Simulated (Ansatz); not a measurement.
## Stack of 1T-SnS2 under alpha-Ga2S3 ferroelectric layer, upper layer turned by 180° in a perpendicular field

Wanted: the out-of-plane response of the stack of 1T-SnS2 under alpha-Ga2S3 ferroelectric layer, upper layer turned by 180°. A positive field points along +c.

Program: Ansatz 0.2.0. Level of theory: plane-wave DFT, PBE-D3(BJ), Ansatz PAW. Results are calculated unless marked as measured.

### 1. The structure

The cell holds 8 atoms: 5 S, 1 Sn and 2 Ga. Its edges and angles: a = 3.675 Å, b = 3.675 Å, c = 53.019 Å, α = 90.0°, β = 90.0°, γ = 120.0°. Regions: layer 1: 1T-SnS2, 3 atoms (2 S and 1 Sn); layer 2: alpha-Ga2S3 ferroelectric layer, 5 atoms (3 S and 2 Ga). Vacuum lies along c.

### 2. Relaxing the slab

The starting cell is a guess, so the in-plane lattice and the atoms are relaxed first, with the slab cut off from its images along the normal.

File input.yaml:

```yaml
crystal:
  lattice:
    - [3.675, 0.0, 0.0]
    - [-1.8375, 3.1826433589, 0.0]
    - [0.0, 0.0, 53.019452331]
  atoms:
    - { symbol: S, position: [0.6666666667, 0.3333333333, 0.3960810434] }
    - { symbol: Sn, position: [0.0, 0.0, 0.4131989762] }
    - { symbol: S, position: [0.3333333333, 0.6666666667, 0.430316909] }
    - { symbol: S, position: [0.3333333333, 0.6666666667, 0.4868999152] }
    - { symbol: Ga, position: [0.0, 0.0, 0.5081657822] }
    - { symbol: S, position: [0.0, 0.0, 0.5509802569] }
    - { symbol: Ga, position: [0.6666666667, 0.3333333333, 0.580342704] }
    - { symbol: S, position: [0.3333333333, 0.6666666667, 0.6039189566] }
  periodic: [true, true, false]
kpoints:
  mp_grid: { grid: [12, 12, 1] }
hamiltonian:
  xc: pbe
  dispersion: d3bj
scf:
  occupations: { method: fermi_dirac, width: 0.05 }
  convergence: { dr2_threshold: 1.0e-09 }
relax:
  f_tol: 0.004
  max_steps: 90
  cell: {}
output:
  write_potential: true
  write_density: true
  volumetric_format: npy
```

Launch:

```sh
ansatz run input.yaml --threads 2 --pin off --max-ram 3072MiB --backend cpu --events-out ev --progress --plain --runs-dir out
```

Numbers of over 12 decimals in the logs are rounded to 6 here.

Output:

```text
Warning: relax.cell: scf.convergence.dr2_threshold = 1e-9 eV is looser than the 1.81070288967e-10 eV advised for a relaxation that steers and ends on the stress (1e-10 eV for each atom of the cell: 8, times the square of relax.cell.stress_2d_tol = 0.05 N/m over 21.0 Å (the atoms' height at the walk's start and 5 Å past either face), 2.379e-2 GPa, over a crystal's default 0.05). What an SCF threshold leaves in a stress goes as its square root, and in the free energy as the threshold itself, and one threshold admits the most on a small cell: [figures from the program's tests cut] Set scf.convergence.dr2_threshold to 1.81070288967e-10 eV or tighter. [rest of the remark cut]
Engine: ansatz 0.2.0, x86_64-unknown-linux-gnu
Pseudopotentials: kind: paw
Pseudopotential: S, paw, valence charge 6, recommended cutoff 420 eV (normal), S.paw.azcp
Pseudopotential: Sn, paw, valence charge 14, recommended cutoff 420 eV (normal), Sn.paw.azcp
Pseudopotential: Ga, paw, valence charge 13, recommended cutoff 420 eV (normal), Ga.paw.azcp
Functional definition: PBE
  parameter kappa = 0.804
  parameter beta = 0.066725
  exchange = pbe_x(kappa = kappa, mu = beta*pi^2/3)
  correlation = pbe_c(beta = beta)
Crystal: 8 atoms, lattice volume = 620.127 Å³
Basis set: ecut = 420 eV, 12093 PW (Γ), exchange–correlation on 50×50×720 points (8 copies of the dense FFT grid, shifted against one another)
Bands: 43, of which v1, the nominal top of the filled ones, is band 35 counted from 1 (34 counted from 0)
Symmetry: 6 space group operations
Space group: P3m1 (ITA 156), of the structure as read, at distance tolerance 8.5e-5 Å
k-points: 19 of 144 (time reversal used)
Non-local potential: S, projectors of the file, l = 0: 2, l = 1: 2, l = 2: 2
Non-local potential: Sn, projectors of the file, l = 0: 2, l = 1: 2, l = 2: 2, l = 3: 2
Non-local potential: Ga, projectors of the file, l = 0: 2, l = 1: 2, l = 2: 3, l = 3: 1
PAW form: soft (Blöchl's): semilocal exchange-correlation on the pseudo side does not see the compensation charge
PAW one-centre angular grid: S, 110 points (default); XC on 64 Gauss nodes
PAW one-centre angular grid: Sn, 590 points (default); XC on 64 Gauss nodes
PAW one-centre angular grid: Ga, 590 points (default); XC on 64 Gauss nodes
Initial density: superposition of atomic densities (neutral atoms: chi_scale 0, normalization atom), corrected by the library's trained network
Initial wavefunctions: pseudopotential atomic-orbital guess
Functional: x = pbe(κ = 0.804, μ = 0.219515), c = pbe(β = 0.066725)
SCF iter   1: F=—  HF=-18102.615729 eV  |F-HF|=—  |Δ(HF+E_count)|=         —  Δρ=1.59e-3  dr2=1.05e-1  ethr=1.77e-3  ⟨swp⟩=19.7  Hψ=6628  notcnv=0  defer=3
preconditioner: auto → Resta (q_TF=auto, 1.897 Å⁻¹)  ε∞=1.7  [insulator: Δε(μ)=1.354 eV  Ē_g=14.553 eV  σ=0.050 eV  W_gap=1.00  n_scr=32 (ndim 8)  ℏωp=12.5 eV  f_vac=0.723  D(μ)=0.00/eV (n_scr^D=0)  ε∞_Penn≈1.7  vacuum switching on, ρ_ref=1.5e-2 e/Å³]
SCF iter   2: F=—  HF=-18102.635748 eV  |F-HF|=—  |Δ(HF+E_count)|=   2.00e-2  Δρ=2.06e-3  dr2=4.22e-1  ethr=1.51e-4  ⟨swp⟩=4.6  Hψ=1984  notcnv=0  defer=49
preconditioner: auto → LDOS  [insulator: Δε(μ)=0.319 eV  Ē_g=14.422 eV  σ=0.050 eV  W_gap=0.86  n_scr=32 (ndim 8)  ℏωp=12.5 eV  f_vac=0.723  D(μ)=0.07/eV (n_scr^D=2)  ε∞_Penn≈1.7  β→1.0]
SCF iter   3: F=—  HF=-18102.608027 eV  |F-HF|=—  |Δ(HF+E_count)|=   2.77e-2  Δρ=1.03e-3  dr2=4.83e-2  ethr=1.51e-4  ⟨swp⟩=4.1  Hψ=1393  notcnv=0  defer=43
SCF iter   4: F=—  HF=-18102.601975 eV  |F-HF|=—  |Δ(HF+E_count)|=   6.05e-3  Δρ=3.76e-4  dr2=5.17e-3  ethr=6.90e-5  ⟨swp⟩=3.1  Hψ=1354  notcnv=0  defer=46
SCF iter   5: F=—  HF=-18102.601174 eV  |F-HF|=—  |Δ(HF+E_count)|=   8.01e-4  Δρ=1.46e-4  dr2=9.52e-4  ethr=7.38e-6  ⟨swp⟩=2.8  Hψ=1344  notcnv=0  defer=46
SCF iter   6: F=—  HF=-18102.601090 eV  |F-HF|=—  |Δ(HF+E_count)|=   8.39e-5  Δρ=7.52e-5  dr2=8.95e-5  ethr=1.36e-6  ⟨swp⟩=2.7  Hψ=1256  notcnv=0  defer=46
SCF iter   7: F=—  HF=-18102.601078 eV  |F-HF|=—  |Δ(HF+E_count)|=   1.24e-5  Δρ=3.84e-5  dr2=2.12e-5  ethr=1.28e-7  ⟨swp⟩=3.1  Hψ=1687  notcnv=0  defer=46
SCF iter   8: F=—  HF=-18102.601084 eV  |F-HF|=—  |Δ(HF+E_count)|=   6.16e-6  Δρ=1.80e-5  dr2=4.13e-6  ethr=3.03e-8  ⟨swp⟩=3.3  Hψ=1566  notcnv=0  defer=46
SCF iter   9: F=—  HF=-18102.601120 eV  |F-HF|=—  |Δ(HF+E_count)|=   3.57e-5  Δρ=6.55e-6  dr2=3.89e-7  ethr=5.89e-9  ⟨swp⟩=3.1  Hψ=1427  notcnv=0  defer=46
SCF iter  10: F=—  HF=-18102.601120 eV  |F-HF|=—  |Δ(HF+E_count)|=   2.93e-7  Δρ=3.12e-6  dr2=8.78e-8  ethr=5.56e-10  ⟨swp⟩=3.2  Hψ=1543  notcnv=0  defer=46
SCF iter  11: F=—  HF=-18102.601120 eV  |F-HF|=—  |Δ(HF+E_count)|=   8.19e-8  Δρ=9.39e-7  dr2=6.48e-9  ethr=1.25e-10  ⟨swp⟩=3.1  Hψ=1651  notcnv=0  defer=46
SCF iter  12: F=-18102.601120 eV  HF=-18102.601120 eV  |F-HF|=1.97e-9  |Δ(HF+E_count)|=   4.24e-9  Δρ=3.20e-7  dr2=4.79e-10  ethr=1.43e-12  ⟨swp⟩=10.8  Hψ=7999  notcnv=0
SCF 1 converged in 12 iterations: F = -18102.601120 eV  dr2 = 4.79e-10
  greatest PAW one-centre occupation: 0.996 electrons in one spin orbital (limit 2), on the Ga atom at site 6 (counted from 0), in its partial waves of l = 2
relax step   1: F+E_penalty+E_count = -18102.60111990 eV  Δ(F+E_penalty+E_count) = +0.000e0 eV  max|allowed force component| = 6.407e0 eV/Å  Δτ_max = 0.0000 Å  P = +22.256 N/m  Ω = 620.127 Å³  fix = [c, alpha, beta]  reactions: c +0.000 N/m  (12 SCF iters, accepted)
Crystal: 8 atoms, lattice volume = 628.588 Å³
Basis set: ecut = 420 eV, 12333 PW (Γ), exchange–correlation on 50×50×720 points (8 copies of the dense FFT grid, shifted against one another)
Initial density: handed on by an earlier stage of this run
Initial wavefunctions: those handed on with the density
iter 1 solved again at ethr=2.55e-4 eV; its pass at ethr=3.10e-3 eV (dr2=1.78e-1 eV) is discarded
SCF iter   1: F=—  HF=-18104.714921 eV  |F-HF|=—  |Δ(HF+E_count)|=         —  Δρ=4.01e-3  dr2=1.77e-1  ethr=2.55e-4  ⟨swp⟩=4.5  Hψ=6384  notcnv=0
preconditioner: auto → Resta (q_TF=auto, 1.892 Å⁻¹)  ε∞=1.7  [insulator: Δε(μ)=1.076 eV  Ē_g=14.388 eV  σ=0.050 eV  W_gap=1.00  n_scr=30 (ndim 8)  ℏωp=12.4 eV  f_vac=0.721  D(μ)=0.00/eV (n_scr^D=0)  ε∞_Penn≈1.7  vacuum switching on, ρ_ref=1.5e-2 e/Å³]
SCF iter   2: F=—  HF=-18104.678327 eV  |F-HF|=—  |Δ(HF+E_count)|=   3.66e-2  Δρ=1.85e-3  dr2=2.97e-2  ethr=2.52e-4  ⟨swp⟩=6.1  Hψ=1777  notcnv=0  defer=3
SCF iter   3: F=—  HF=-18104.676536 eV  |F-HF|=—  |Δ(HF+E_count)|=   1.79e-3  Δρ=1.12e-3  dr2=2.45e-2  ethr=4.24e-5  ⟨swp⟩=2.8  Hψ=1495  notcnv=0  defer=38
[...]
relax step   9: F+E_penalty+E_count = -18106.72449220 eV  Δ(F+E_penalty+E_count) = -3.745e-3 eV  max|allowed force component| = 4.753e-2 eV/Å  Δτ_max = 0.0388 Å  P = +0.111 N/m  Ω = 603.413 Å³  energy of the carried Pulay correction = +1.726e-3 eV  fix = [c, alpha, beta]  reactions: c +0.000 N/m  (13 SCF iters, accepted)
relax step  10: F+E_penalty+E_count = -18106.72569421 eV  Δ(F+E_penalty+E_count) = -1.202e-3 eV  max|allowed force component| = 3.647e-2 eV/Å  Δτ_max = 0.0388 Å  P = -0.346 N/m  Ω = 605.637 Å³  energy of the carried Pulay correction = +1.494e-3 eV  fix = [c, alpha, beta]  reactions: c -0.000 N/m  (10 SCF iters, accepted)
relax step  11: F+E_penalty+E_count = -18106.70552370 eV  Δ(F+E_penalty+E_count) = +2.017e-2 eV  max|allowed force component| = 5.610e-1 eV/Å  Δτ_max = 0.0506 Å  P = -0.724 N/m  Ω = 604.086 Å³  energy of the carried Pulay correction = +1.656e-3 eV  fix = [c, alpha, beta]  (13 SCF iters, rejected (line search))
relax step  12: F+E_penalty+E_count = -18106.72669927 eV  Δ(F+E_penalty+E_count) = -1.005e-3 eV  max|allowed force component| = 1.192e-2 eV/Å  Δτ_max = 0.0248 Å  P = -0.067 N/m  Ω = 603.973 Å³  energy of the carried Pulay correction = +1.667e-3 eV  fix = [c, alpha, beta]  reactions: c -0.000 N/m  (12 SCF iters, accepted)
relax step  13: F+E_penalty+E_count = -18106.72628539 eV  Δ(F+E_penalty+E_count) = +4.139e-4 eV  max|allowed force component| = 8.768e-2 eV/Å  Δτ_max = 0.0140 Å  P = +0.096 N/m  Ω = 603.870 Å³  energy of the carried Pulay correction = +1.678e-3 eV  fix = [c, alpha, beta]  (11 SCF iters, rejected (line search))
relax step  14: F+E_penalty+E_count = -18106.72678677 eV  Δ(F+E_penalty+E_count) = -8.751e-5 eV  max|allowed force component| = 2.315e-3 eV/Å  Δτ_max = 0.0070 Å  P = -0.008 N/m  Ω = 603.773 Å³  energy of the carried Pulay correction = +1.688e-3 eV  fix = [c, alpha, beta]  reactions: c -0.000 N/m  (9 SCF iters, accepted)
relax step  15: F+E_penalty+E_count = -18106.72680497 eV  Δ(F+E_penalty+E_count) = -1.820e-5 eV  max|allowed force component| = 1.055e-3 eV/Å  Δτ_max = 0.0056 Å  P = +0.002 N/m  Ω = 603.714 Å³  energy of the carried Pulay correction = +1.695e-3 eV  fix = [c, alpha, beta]  reactions: c +0.000 N/m  (9 SCF iters, accepted)
Initial wavefunctions: pseudopotential atomic-orbital guess (no wavefunctions were taken with the density)
iter 1 solved again at ethr=4.00e-7 eV; its pass at ethr=3.10e-3 eV (dr2=2.80e-4 eV) is discarded
SCF iter   1: F=—  HF=-18106.725649 eV  |F-HF|=—  |Δ(HF+E_count)|=         —  Δρ=1.47e-5  dr2=3.65e-7  ethr=4.00e-7  ⟨swp⟩=5.4  Hψ=9478  notcnv=0
eigensolver tolerance schedule: the retry pair's looser diagonalisation over-reported the residual by 765.42 of it (diagonalisation noise at 0.11 of the residual, at the tolerance the schedule requests for it); recorded, not acted on — ethr = c·dr2/N_el stays at c = 1.0e-1
SCF iter   2: F=—  HF=-18106.725789 eV  |F-HF|=—  |Δ(HF+E_count)|=   1.40e-4  Δρ=9.85e-6  dr2=3.30e-7  ethr=5.22e-10  ⟨swp⟩=4.6  Hψ=2687  notcnv=0
SCF iter   3: F=—  HF=-18106.725789 eV  |F-HF|=—  |Δ(HF+E_count)|=   2.65e-7  Δρ=5.09e-6  dr2=1.50e-7  ethr=4.72e-10  ⟨swp⟩=2.1  Hψ=1388  notcnv=0
SCF iter   4: F=—  HF=-18106.725788 eV  |F-HF|=—  |Δ(HF+E_count)|=   1.14e-7  Δρ=1.67e-6  dr2=1.30e-8  ethr=2.15e-10  ⟨swp⟩=3.0  Hψ=1820  notcnv=0
SCF iter   5: F=—  HF=-18106.725788 eV  |F-HF|=—  |Δ(HF+E_count)|=   1.07e-8  Δρ=3.20e-7  dr2=1.89e-9  ethr=1.85e-11  ⟨swp⟩=2.7  Hψ=1648  notcnv=0
SCF iter   6: F=-18106.725788 eV  HF=-18106.725788 eV  |F-HF|=7.35e-10  |Δ(HF+E_count)|=  4.04e-10  Δρ=1.15e-7  dr2=3.84e-10  ethr=1.43e-12  ⟨swp⟩=16.2  Hψ=7295  notcnv=0
SCF 16 converged in 6 iterations: F = -18106.725788 eV  dr2 = 3.84e-10
relax step  16: F+E_penalty+E_count = -18106.72578849 eV  Δ(F+E_penalty+E_count) = +1.016e-3 eV  max|allowed force component| = 9.949e-4 eV/Å  Δτ_max = 0.0000 Å  P = -0.034 N/m  Ω = 603.714 Å³  fix = [c, alpha, beta]  reactions: c -0.000 N/m  stress off target by 3.35e-2 N/m on what of the cell is left free  SCF on the basis re-selected at this cell (its energy is not comparable with the rows above)  (6 SCF iters)
basis re-selected at this cell: Δ(F+E_penalty+E_count) = +1.016e-3 eV, ΔP = -0.035 N/m vs the last step (what re-selecting the basis moved, of the pressure what is left beyond the Pulay correction that the steps carried, after the strain that the cell walked since its last selection, with what the two solves' SCF thresholds leave and, on support functions, any second-order correction that the steps lacked; it is no m [...]
SCF converged after 6 iterations
Free energy (F): -18106.725788 eV
Harris-Foulkes:  -18106.725788 eV  (|F-HF|=7.35e-10)
Internal energy: -18106.724576 eV  (E = F + TS)
E sigma→0 (E₀):  -18106.725182 eV
Entropy (-TS):   -0.001213 eV (-0.152 meV/atom)
Fermi energy:    -5.967212 eV
--- Per-component energies (eV) ---
  E_band       = -1164.213736
  E_kinetic    = 951.459718
  E_local      = -328393.385715  (includes V_loc(G=0)·N_el)
  E_nonlocal   = 968.160698
  E_hartree    = 163589.388944
  E_xc         = -1002.123603
  E_vxc        = -644.535043  (∫ρ·V_xc dr)
  E_paw        = -11129.136736  (= ΣΔE_a)
  E_vpaw       = -1224.686476  (= ΣTr[D̂ρ^β])
  E_aug_tail   = -0.000206  (compensation charges beyond the density's cutoff)
  E_ewald      = 156910.981260
  E_disp       = -2.068936  (pairwise vdW)
  E_smearing   = -0.001213  (= −TS)
  E_closure    = -0.000000  (closes the sum)
  Σ components = -18106.725788   (vs F -18106.725788, Δ=0.00e0)
--- Forces (eV/Å), atoms counted from 1 ---
  atom   1  S      0.00000000    -0.00000000     0.00069909
  atom   2  Sn    -0.00000000     0.00000000    -0.00007333
  atom   3  S     -0.00000000     0.00000000    -0.00072691
  atom   4  S     -0.00000000     0.00000000    -0.00086146
  atom   5  Ga     0.00000000    -0.00000000     0.00078959
  atom   6  S     -0.00000000     0.00000000     0.00099501
  atom   7  Ga    -0.00000000     0.00000000    -0.00003746
  atom   8  S      0.00000000    -0.00000000    -0.00078379
  max |Σ_I F_I| component: 7.29e-7 eV/Å
--- 2D stress c σ (N/m, compression-positive) ---
       -0.033523       0.000000      -0.000000
        0.000000      -0.033523      -0.000000
       -0.000000      -0.000000      -0.000000
  P = ½ c Tr σ = -0.0335 N/m
--- Band table (eV; the first three rows and the last of 19) ---
  k-point 0: bands = [... 31 lower, -6.4886, -6.4886, -6.3847, -6.3847, -4.8429, -4.3579, -3.4204, -3.1465, ... 4 higher]
  k-point 1: bands = [... 31 lower, -7.0130, -6.7906, -6.5332, -6.2243, -4.5316, -3.9976, -3.0113, -2.8372, ... 4 higher]
  k-point 2: bands = [... 31 lower, -7.2869, -7.2100, -6.8991, -6.1735, -4.3256, -3.5332, -2.7210, -2.5581, ... 4 higher]
  k-point 18: bands = [... 31 lower, -8.1220, -8.0331, -8.0096, -6.5177, -4.7620, -3.5895, -2.8360, -1.5937, ... 4 higher]
  the weakly bound empty levels are not read free of the cell's end (no_gap_told)
--- Relaxed structure (15 steps of the walk, 12 accepted, 1 SCFs on fresh bases) ---
  F+E_penalty+E_count = -18106.72578849 eV   max|allowed force component| = 9.949e-4 eV/Å   (the final SCF, on the basis selected at the relaxed cell)
  cell:  # Å, volume = 603.7144 Å³
    - [3.626042, 0.0, 0]
    - [-1.813021, 3.140245, 0]
    - [0, 0, 53.019452331]
  atoms:
    - { symbol: S, position: [0.666667, 0.333333, 0.371769] }
    - { symbol: Sn, position: [-1.8503717076816684e-17, -2.2551405187698505e-17, 0.400007] }
    - { symbol: S, position: [0.333333, 0.666667, 0.428246] }
    - { symbol: S, position: [0.333333, 0.666667, 0.497398] }
    - { symbol: Ga, position: [-1.8503717076816672e-17, -2.2551405187698486e-17, 0.517145] }
    - { symbol: S, position: [-1.8503717076816675e-17, -2.255140518769849e-17, 0.558715] }
    - { symbol: Ga, position: [0.666667, 0.333333, 0.587567] }
    - { symbol: S, position: [0.333333, 0.666667, 0.609057] }
```

It took 20 min on 2 threads of Intel Xeon at 2.50GHz (Skylake/Cascade Lake), shared host; peak memory 1 GiB.

The steps of the relaxation:

| step | energy less that of the first step (eV) | largest force component (eV/Å) | volume (Å³) |
| --- | --- | --- | --- |
| 1 | 0.0000 | 6.4065 | 620.13 |
| 2 | -2.0732 | 4.0873 | 628.59 |
| 3 | -3.1384 | 2.3575 | 628.10 |
| 4 | -3.6972 | 1.0350 | 623.46 |
| 5 | -3.9395 | 0.3030 | 615.89 |
| 6 | -4.0662 | 0.1709 | 608.28 |
| 7 | -4.1196 | 0.1355 | 604.17 |
| 8 | -4.0845 | 0.9484 | 603.68 |
| 9 | -4.1234 | 0.0475 | 603.41 |
| 10 | -4.1246 | 0.0365 | 605.64 |
| 11 | -4.1044 | 0.5610 | 604.09 |
| 12 | -4.1256 | 0.0119 | 603.97 |
| 13 | -4.1252 | 0.0877 | 603.87 |
| 14 | -4.1257 | 0.0023 | 603.77 |
| 15 | -4.1257 | 0.0011 | 603.71 |
| 16* | -4.1247 | 0.0010 | 603.71 |

Relaxation steps marked * repeat the geometry before them on a plane-wave basis chosen anew for their cell, so energy and pressure can jump there. Relaxation steps 8, 11, 13 were tried and not accepted.

Forces are held to the 6 operations that the run works with; a distortion that breaks them can't arise in this run.

```csv
cell as run,before,after,change
a (Å),3.675,3.626,-1.3 %
b (Å),3.675,3.626,-1.3 %
```

The atoms that moved most (Å, along periodic axes as changes of fractional coordinates times the final cell, across vacuum about the mean position):

| atom | dx | dy | dz | length |
| --- | --- | --- | --- | --- |
| S1 | 0.000 | 0.000 | -1.289 | 1.289 |
| Sn2 | 0.000 | 0.000 | -0.699 | 0.699 |
| S4 | 0.000 | 0.000 | 0.557 | 0.557 |
| Ga5 | 0.000 | 0.000 | 0.476 | 0.476 |
| S6 | 0.000 | 0.000 | 0.410 | 0.410 |
| Ga7 | 0.000 | 0.000 | 0.383 | 0.383 |
| S8 | 0.000 | 0.000 | 0.272 | 0.272 |
| S3 | 0.000 | 0.000 | -0.110 | 0.110 |

This step gave:

* energy at zero smearing: -18106.7252 eV

The lattice constant a goes from 3.675 to 3.626 Å.

[end of part 1 of 2]

[Logs are printed without paths, hosts, clocks, repeated set-up lines and the standing remarks that a program may print on its own settings, such as how far it seeks lower states.]

[Hosts, paths, dates, database ids (printed as entryN), source tags and the programs' standing remarks are cut or masked in the printed files.]

[Maps of the electrostatic potential energy from Ansatz leave out the sawtooth potential of an applied field or a dipole correction, so their vacuum need not be flat; planar profiles and work functions include it.]
